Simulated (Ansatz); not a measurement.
An input for Ansatz 0.2.0 (LaCuSeO (P4/nmm)):

```yaml
crystal:
  lattice:
    - [4.06712, 0.0, 0.0]
    - [0.0, 4.06712, 0.0]
    - [0.0, 0.0, 8.7975]
  atoms:
    - { symbol: La, position: [0.5, 0.0, 0.1398] }
    - { symbol: La, position: [0.0, 0.5, 0.8602] }
    - { symbol: Cu, position: [0.5, 0.5, 0.5] }
    - { symbol: Cu, position: [0.0, 0.0, 0.5] }
    - { symbol: Se, position: [0.5, 0.0, 0.6698] }
    - { symbol: Se, position: [0.0, 0.5, 0.3302] }
    - { symbol: O, position: [0.5, 0.5, 0.0] }
    - { symbol: O, position: [0.0, 0.0, 0.0] }
kpoints:
  mp_grid: { grid: [8, 8, 4] }
  band_path:
    path:
      - [0.0, 0.0, 0.0]
      - [0.0, 0.5, 0.0]
      - [0.5, 0.5, 0.0]
      - [0.0, 0.0, 0.5]
      - [0.0, 0.5, 0.5]
      - [0.5, 0.5, 0.5]
    npoints: 1
hamiltonian:
  xc: r2scan
  pseudopotentials: { kind: paw, azcp: { folder: soft_1 } }
scf:
  occupations: { method: fixed }
  n_extra_bands: 6
output:
  eigenvalues: true
  forces: true
  stress: true
  write_density: true
  write_potential: true
  elf: true
  volumetric_format: npy
```

```sh
ansatz run input.yaml --threads 3 --pin off --max-ram 92160MiB --backend cuda --events-out ev --progress --plain --runs-dir out --devices 1 --max-vram 13GiB
```

**Question.** How long will it take on 1 × NVIDIA H100 80GB HBM3 (shared by 6 runs) with 3 threads of AMD EPYC 7R13 (Zen 3), shared host, and how much memory?

It took 25 s; on shared hardware allow 13 s to 51 s. Peak host memory was 1.3 GiB. The sizes that set the cost: 3729 plane waves a state, 45 irreducible k points and 12 SCF cycles.

[Paths, hosts, dates, memory and timing lines, banners, echoed tables and standing remarks are left out of the program output.]

[Logs are printed without paths, hosts, clocks, repeated set-up lines and the standing remarks that a program may print on its own settings, such as how far it seeks lower states.]

[Runs of the session that timed out or met a known fault of the program may be left out.]

[Cells called generated may have been cut or substituted from an entry of the Crystallography Open Database or the Materials Project.]

[Hosts, paths, dates, database ids (printed as entryN), source tags and the programs' standing remarks are cut or masked in the printed files.]
